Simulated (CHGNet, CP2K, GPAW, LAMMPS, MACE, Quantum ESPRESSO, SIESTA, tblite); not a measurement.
**How far do other methods lie from plane waves? Amorphous Ge (61 atoms)**

Aim: forces, pressure of amorphous Ge (61 atoms) at one geometry, from other programs and methods, against plane-wave PBE.

Results are calculated, not measured.

**1. The structure**

The cell holds 61 atoms (61 Ge), with edges of 11.32, 11.32 and 11.32 Å. Recipe: 61 atoms (61 Ge) placed at random at 5.08 g/cm³, melted at 3500 K for 10 ps at fixed volume with the Tersoff potential (Tersoff, Phys. Rev. B 39, 5566 (1989)). Quenched from 3500 K to 100 K at 5 K/ps and fixed volume, held 5 ps, then minimised at fixed cell. The density is 5.08 g/cm³.

**2. The reference input**

Quantum ESPRESSO 7.5: Kohn-Sham DFT, PBE, SSSP efficiency 1.3.0 pseudopotentials, plane waves. Its input, pw.in:

```
&control
  calculation = 'scf'
  pseudo_dir = './pseudo'
  outdir = './tmp'
  disk_io = 'none'
  tprnfor = .true.
  tstress = .true.
/
&system
  ibrav = 0
  nat = 61
  ntyp = 1
  ecutwfc = 45
  ecutrho = 360
  nosym = .true.
  occupations = 'smearing'
  smearing = 'fd'
  degauss = 0.003675
/
&electrons
  conv_thr = 3.0e-07
  electron_maxstep = 100
  mixing_beta = 0.2
  mixing_mode = 'local-TF'
  diagonalization = 'david'
/
ATOMIC_SPECIES
Ge 72.630 Ge.upf
CELL_PARAMETERS angstrom
11.31680 0.00000 0.00000
0.00000 11.31680 0.00000
0.00000 0.00000 11.31680
ATOMIC_POSITIONS crystal
Ge 0.79848 0.13488 0.68510
Ge 0.81888 0.92381 0.75392
Ge 0.71953 0.36695 0.01381
Ge 0.24033 0.28633 0.07513
[... 55 atom lines left out ...]
Ge 0.52490 0.20417 0.24286
Ge 0.15026 0.18132 0.74206
K_POINTS gamma
```

```console
$ OMP_NUM_THREADS=1 mpirun -np 4 pw.x -in pw.in > output.txt
```

The job ended after 4.6 min (4 MPI ranks of Arm Neoverse V1, shared host; peak memory 4.2 GiB; 18 min of CPU time).

It converged with an r.m.s. force component of 0.22 eV/Å and a pressure of 2.0 GPa.

**3. What was run beside it**

- CHGNet: machine-learned potential, published weights.
- CP2K 2026.2: Gaussian basis with GTH pseudopotentials and a plane-wave density; labels give functional, basis (MOLOPT sets; SR short-range, UZH the newer set with its own potentials), grid cutoff/relative cutoff and solver (OT: orbital transformation; TRS4, TC2, SIGN: linear-scaling purification with its sparsity filter), or its built-in tight binding.
- GPAW 26.7.0: PAW with atomic orbitals (LCAO), plane waves or a real-space grid of spacing h.
- MACE: machine-learned potential, published weights.
- SIESTA 5.4.2: numerical atomic orbitals, whose automatically made sets are far from complete, with PseudoDojo norm-conserving potentials that we converted to its format (checked against plane waves on the same files for H, C, O, Si, Ge and Ca alone); labels give functional, basis size, energy shift and mesh cutoff.
- tblite 0.8.0: extended tight binding, driven from Python.

All use the same cell and atoms, and the electronic-structure runs the same k-mesh.

**4. All runs compared**

Differences are against the reference: forces as r.m.s. over components, share as that over the reference's r.m.s. force, slope as the fitted ratio of a run's forces to the reference's.

```csv
run,"Δ force, r.m.s. (meV/Å)",share (%),slope,Δ pressure (GPa),cores,CPU time,memory (GiB)
reference,-,-,-,-,4,18 min,4.2
CHGNet 0.3.0 potential,206,93.2,0.262,-0.210,1,7 s,0.61
"CP2K LDA, DZVP-MOLOPT-SR, 350/50 Ry, diagonalisation",95.0,43.0,0.936,-4.83,2,77 s,1.8
"CP2K PBE+D4, DZVP-MOLOPT-SR, 350/50 Ry, diagonalisation",47.3,21.5,1.020,-0.696,2,99 s,1.9
"CP2K PBE, DZVP-MOLOPT-SR, 350/30 Ry, diagonalisation (coarse)",24.7,11.2,1.024,1.10,2,93 s,1.9
"CP2K PBE, DZVP-MOLOPT-SR, 350/50 Ry, diagonalisation",24.6,11.2,1.024,1.10,2,93 s,1.9
"CP2K PBE, TZV2P-MOLOPT (SR for Ge), 350/50 Ry, diagonalisation",14.8,6.71,1.019,0.775,4,2.4 min,3.6
"CP2K PBE, TZVP-UZH, 350/50 Ry, diagonalisation",26.1,11.8,1.027,0.671,4,2.9 min,3.5
"GPAW PBE, LCAO dzp, h 0.2 Å",41.2,18.7,1.061,-,1,3.3 min,1.3
"GPAW PBE, LCAO dzp, h 0.2 Å, other mixer settings",40.9,18.5,1.060,-,1,4.1 min,1.2
"GPAW PBE, LCAO szp(dzp), h 0.2 Å (coarse)",108,48.9,1.132,-,1,2.4 min,1.3
"GPAW PBE, grid h 0.2 Å",15.3,6.93,1.019,-,4,22 min,3.9
"GPAW revPBE, LCAO dzp, h 0.2 Å",51.7,23.4,1.077,-,1,3 min,1.3
MACE MP-0b2 small potential,202,91.4,0.279,-1.23,1,11 s,0.66
MACE MPA-0 medium potential,181,82.2,0.462,-0.301,1,15 s,0.77
"SIESTA PBE, TZP, shift 0.01 Ry, mesh 300 Ry",86.7,39.3,1.090,1.51,2,7.8 min,1.7
tblite GFN1-xTB,102,46.3,0.766,1.31,1,7.8 s,0.13
```

Rows marked coarse were listed beforehand as settings not expected to be converged; some can still land near the reference.

Times of the machine-learned potentials are mostly Python's start and the loading of weights.

CPU time is summed over cores on shared hosts, so it is rough.

**5. Findings**

Forces lie from 6.7 % (CP2K PBE, TZV2P-MOLOPT (SR for Ge), 350/50 Ry, diagonalisation) to 93 % (CHGNet 0.3.0 potential) of the reference's r.m.s. force of 0.22 eV/Å away from it. Other PBE runs on plane waves or a grid: GPAW PBE, grid h 0.2 Å 6.9 % of the r.m.s. force; potentials, cutoffs or grids differ between them, and this table alone doesn't tell which side is nearer the exact PBE result. The PBE runs in local orbitals, coarse settings apart, differ by 6.7 % (CP2K PBE, TZV2P-MOLOPT (SR for Ge), 350/50 Ry, diagonalisation) to 39 % (SIESTA PBE, TZP, shift 0.01 Ry, mesh 300 Ry); basis, grid and potentials can all enter. Tight binding differs by 46 % (tblite GFN1-xTB); it is another model, with fitted parameters of its own, and the xTB methods hold dispersion.

Machine-learned potentials differ by 82 % (MACE MPA-0 medium potential) to 93 % (CHGNet 0.3.0 potential); they were trained on other programs' data. Among those trained on PBE data the slope goes as low as 0.26, with a correlation of 0.42, so directions differ as well as sizes. Rows with another functional or a dispersion term differ by 21 % (CP2K PBE+D4, DZVP-MOLOPT-SR, 350/50 Ry, diagonalisation) to 43 % (CP2K LDA, DZVP-MOLOPT-SR, 350/50 Ry, diagonalisation), which mixes the change of model with differences of basis and potentials. Runs with settings chosen to be coarse differ by 11 % (CP2K PBE, DZVP-MOLOPT-SR, 350/30 Ry, diagonalisation) to 49 % (GPAW PBE, LCAO szp(dzp), h 0.2 Å), their programs' other errors included. Pressures at PBE, coarse settings apart, lie +0.67 to +1.51 GPa from the reference's.

**Limits.** Periodic xTB results under one method name differ between programs and library versions. The potentials hold different valence shells: 854 electrons in the reference, 244 in CP2K with TZVP-UZH and 244 in GPAW; this bears on time and differences. GPAW's setups keep the filled d shell of Ge in the core. The reference's pressure holds the uncorrected Pulay stress of its 45 Ry basis, so small pressure differences may be the reference's own error. Machine-learned potentials mimic data converged in k, so the reference's own k-point error enters their differences. The quench rate of 5 K/ps is many orders above laboratory rates, so the cell is likely richer in defects and strain than a real sample. The network of bonds at the start is that of the classical potential that made the cell, and needn't be the one that DFT or experiment would give. The electronic-structure runs sample only Γ, in a cell whose shortest periodic width is 11 Å, which is coarse for a cell with partly filled levels. The reference's pressure of 2.0 GPa reflects the volume that the recipe set, positions that aren't this level's minimum and the basis. Spin–orbit coupling is left out. Where levels are smeared, the DFT runs use Fermi–Dirac occupations at 580 K (0.05 eV), and energies are free energies. The reference's cutoffs and mesh weren't converged further here.

[Logs are printed without paths, hosts, clocks, repeated set-up lines and the standing remarks that a program may print on its own settings, such as how far it seeks lower states.]

[Hosts, paths, dates, database ids (printed as entryN), source tags and the programs' standing remarks are cut or masked in the printed files.]

[Cells were taken only where this reference lay near another plane-wave run.]
